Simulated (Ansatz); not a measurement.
**Te on Al(110): change of the work function**

Wanted: Δφ(θ) for Te/Al(110), starting from the hollow site.

Method: plane-wave DFT, PBE, Ansatz PAW, in Ansatz 0.2.0.

Report form: the programs' logs are mostly left out.

### 1. The structure

The cell holds 5 atoms: 5 Al. Cell: a = 4.050 Å, b = 2.864 Å, c = 23.728 Å, α = 90.0°, β = 90.0°, γ = 90.0°. Vacuum lies along c.

### 2. The clean slab

The bare slab comes first, as the zero from which every change is counted. The two lowest layers are held at bulk places and the upper ones relax. The dipole correction removes the false field that a one-sided slab makes across the periodic vacuum, so each face gets a flat vacuum level of its own.

input.yaml

```yaml
crystal:
  lattice:
    - [4.05, 0.0, 0.0]
    - [0.0, 2.8637824638, 0.0]
    - [0.0, 0.0, 23.7275649276]
  atoms:
    - { symbol: Al, position: [0.0, 0.0, 0.3793056737] }
    - { symbol: Al, position: [0.5, 0.5, 0.4396528368] }
    - { symbol: Al, position: [0.0, 0.0, 0.5] }
    - { symbol: Al, position: [0.5, 0.5, 0.5603471632] }
    - { symbol: Al, position: [0.0, 0.0, 0.6206943263] }
kpoints:
  mp_grid: { grid: [8, 10, 1] }
hamiltonian:
  xc: pbe
scf:
  occupations: { method: fermi_dirac, width: 0.1 }
  convergence: { dr2_threshold: 1.0e-08 }
efield:
  axis: 3
  dipole_correction: true
  ramp_position: 0.97
  ramp_width: 0.06
relax:
  f_tol: 0.02
  max_steps: 60
  constraints: [{ sites: [0, 1] }]
output:
  write_potential: true
  write_density: true
  volumetric_format: npy
```

Command:

```console
ansatz run input.yaml --threads 4 --pin off --max-ram 6144MiB --backend cpu --events-out ev --progress --plain --runs-dir out
```

Wall time 5 s (4 threads of Intel Xeon 6975P-C (Granite Rapids), shared host); peak memory 0.57 GiB.

Step by step:

```
step  energy less that of the first step (eV)  largest force component (eV/Å)
   1                                   0.0000                          0.2224
   2                                  -0.0114                          0.0520
   3                                  -0.0117                          0.0113
```

Forces are held to the 4 operations that the run works with; a distortion that breaks them can't arise in this run.

The atoms that moved most (Å):

```
atom     dx     dy      dz  length
 Al5  0.000  0.000  -0.093   0.093
 Al3  0.000  0.000  -0.029   0.029
 Al4  0.000  0.000   0.015   0.015
```

The relaxed structure:

```cif
data_structure
_symmetry_space_group_name_H-M 'P 1'
_symmetry_Int_Tables_number 1
_cell_length_a 4.0500
_cell_length_b 2.8638
_cell_length_c 23.7276
_cell_angle_alpha 90.000
_cell_angle_beta 90.000
_cell_angle_gamma 90.000
_cell_volume 275.20
loop_
_atom_site_label
_atom_site_type_symbol
_atom_site_fract_x
_atom_site_fract_y
_atom_site_fract_z
_atom_site_occupancy
Al1 Al 0.00000 0.00000 0.37931 1
Al2 Al 0.50000 0.50000 0.43965 1
Al3 Al 0.00000 0.00000 0.49877 1
Al4 Al 0.50000 0.50000 0.56097 1
Al5 Al 0.00000 0.00000 0.61678 1
```

Numbers from this step:

- energy at zero smearing: -2686.0940 eV
- work function, upper face: 3.995 eV
- dipole along the normal: -1.76e-4 e·Å

Running mean over 1.432 Å of the planar mean; the ramp of the sawtooth is left out. Table of electron's electrostatic potential energy less the Fermi level by z:

```
z (Å)  electron's electrostatic potential energy less the Fermi level (eV)
  3.0                                                                 3.99
  3.5                                                                 3.99
  4.0                                                                 3.99
  4.5                                                                 3.99
  5.0                                                                 3.99
  5.5                                                                 3.98
  6.0                                                                 3.95
  6.5                                                                 3.87
  7.0                                                                 3.59
  7.5                                                                 2.68
  8.0                                                                0.664
  8.5                                                                -1.67
  9.0                                                                -3.65
  9.5                                                                -4.48
 10.0                                                                -4.67
 10.5                                                                -4.77
 11.0                                                                -4.82
 11.5                                                                -4.80
 12.0                                                                -4.64
 12.5                                                                -4.57
 13.0                                                                -4.67
 13.5                                                                -5.00
 14.0                                                                -4.99
 14.5                                                                -4.38
 15.0                                                                -2.40
 15.5                                                              0.00563
 16.0                                                                 2.24
 16.5                                                                 3.43
 17.0                                                                 3.82
 17.5                                                                 3.94
 18.0                                                                 3.98
 18.5                                                                 3.99
 19.0                                                                 3.99
 19.5                                                                 3.99
 20.0                                                                 3.99
 20.5                                                                 3.99
```

The relaxation took 3 steps and lowered the energy by 0.012 eV; the largest force on the free atoms ends at 0.011 eV/Å.

The work function of the upper face is 3.99 eV.

### 3. Adsorbate added, k-mesh 3×4×1, coverage 0.111 ML

System of this step: Te/Al(110). The cell holds 46 atoms: 45 Al and 1 Te. Its edges and angles: a = 12.150 Å, b = 8.591 Å, c = 24.750 Å, α = 90.0°, β = 90.0°, γ = 90.0°. Vacuum lies along c.

The clean slab as it ended is repeated in the plane and the adsorbate is set on one face; the cell's size fixes the coverage, and the k-mesh shrinks with it to keep the sampling density about even. Adsorbate and upper layers relax, since the dipole depends on the height.

input.yaml

```yaml
crystal:
  lattice:
    - [12.15, 0.0, 0.0]
    - [0.0, 8.5913473914, 0.0]
    - [0.0, 0.0, 24.7502621437]
  atoms:
    - { symbol: Al, position: [0.0, 0.0, 0.3636325122] }
    - { symbol: Al, position: [0.1666666667, 0.1666666667, 0.4214860905] }
    - { symbol: Al, position: [0.0, 0.0, 0.4781571122] }
    - { symbol: Al, position: [0.1666666667, 0.1666666667, 0.5377938848] }
    - { symbol: Al, position: [0.0, 0.0, 0.5912899694] }
    - { symbol: Al, position: [0.0, 0.3333333333, 0.3636325122] }
    - { symbol: Al, position: [0.1666666667, 0.5, 0.4214860905] }
    - { symbol: Al, position: [0.0, 0.3333333333, 0.4781571122] }
[... 34 atom lines left out ...]
    - { symbol: Al, position: [0.6666666667, 0.6666666667, 0.4781571122] }
    - { symbol: Al, position: [0.8333333333, 0.8333333333, 0.5377938848] }
    - { symbol: Al, position: [0.6666666667, 0.6666666667, 0.5912899694] }
    - { symbol: Te, position: [0.1666666667, 0.1666666667, 0.6363674878] }
kpoints:
  mp_grid: { grid: [3, 4, 1] }
hamiltonian:
  xc: pbe
scf:
  occupations: { method: fermi_dirac, width: 0.1 }
  convergence: { dr2_threshold: 1.0e-08 }
efield:
  axis: 3
  dipole_correction: true
  ramp_position: 0.97
  ramp_width: 0.06
relax:
  f_tol: 0.02
  max_steps: 60
  constraints:
    - { sites: [0, 1, 5, 6, 10, 11, 15, 16, 20, 21, 25, 26, 30, 31, 35, 36, 40, 41] }
output:
  bader: true
  write_potential: true
  write_density: true
  volumetric_format: npy
```

It took 5.9 min on 4 threads; peak memory 5 GiB.

Step by step:

```
step  energy less that of the first step (eV)  largest force component (eV/Å)
   1                                   0.0000                          4.1713
   2                                  -0.7996                          1.1745
   3                                  -0.9663                          0.2260
   4                                  -0.9965                          0.3634
   5                                  -1.0416                          0.1490
   6                                  -1.0677                          0.0996
   7                                  -1.0715                          0.0373
   8                                  -1.0719                          0.0160
```

The run keeps the 4 symmetry operations that it works with, so distortions that break them were not tested.

The atoms that moved most (Å):

```
atom      dx      dy      dz  length
Te46   0.000   0.000   0.789   0.789
Al19  -0.152   0.000   0.162   0.222
Al34   0.152   0.000   0.162   0.222
Al20  -0.181  -0.015   0.106   0.210
Al25  -0.181   0.015   0.106   0.210
 Al5   0.181  -0.015   0.106   0.210
Al10   0.181   0.015   0.106   0.210
 Al4   0.000   0.000  -0.150   0.150
```

Numbers from this step:

| Item | Value |
| --- | --- |
| energy at zero smearing | -31155.8025 eV |
| work function, upper face | 4.209 eV |
| work function, lower face | 4.062 eV |
| dipole along the normal | -0.08432 e·Å |
| step between the vacuum levels | 0.1462 eV |

Running mean over 1.432 Å of the planar mean; the ramp of the sawtooth is left out. Electron's electrostatic potential energy less the Fermi level against z:

z (Å), electron's electrostatic potential energy less the Fermi level (eV) and a bar from the least value:
```
        4       4.06 ##############################
        5       4.06 ##############################
        6       4.03 #############################
        7       3.66 ############################
        8       0.75 ##################
        9      -3.55 ####
       10      -4.58 #
       11      -4.72 
       12      -4.55 #
       13      -4.52 #
       14      -4.80 
       15      -2.59 #######
       16       1.69 ######################
       17       3.39 ###########################
       18       3.97 #############################
       19       4.19 ##############################
       20       4.21 ##############################
       21       4.21 ##############################
```

The relaxation took 8 steps and lowered the energy by 1.1 eV; the largest force on the free atoms ends at 0.016 eV/Å.

The covered face has 4.21 eV, +0.21 eV against the clean one; the bare back face has moved by +0.07 eV, a measure of how thin the slab is.

(Continued in part 2 of 3.)

[Logs are printed without paths, hosts, clocks, repeated set-up lines and the standing remarks that a program may print on its own settings, such as how far it seeks lower states.]

[Hosts, paths, dates, database ids (printed as entryN), source tags and the programs' standing remarks are cut or masked in the printed files.]

[Maps of the electrostatic potential energy from Ansatz leave out the sawtooth potential of an applied field or a dipole correction, so their vacuum need not be flat; planar profiles and work functions include it.]
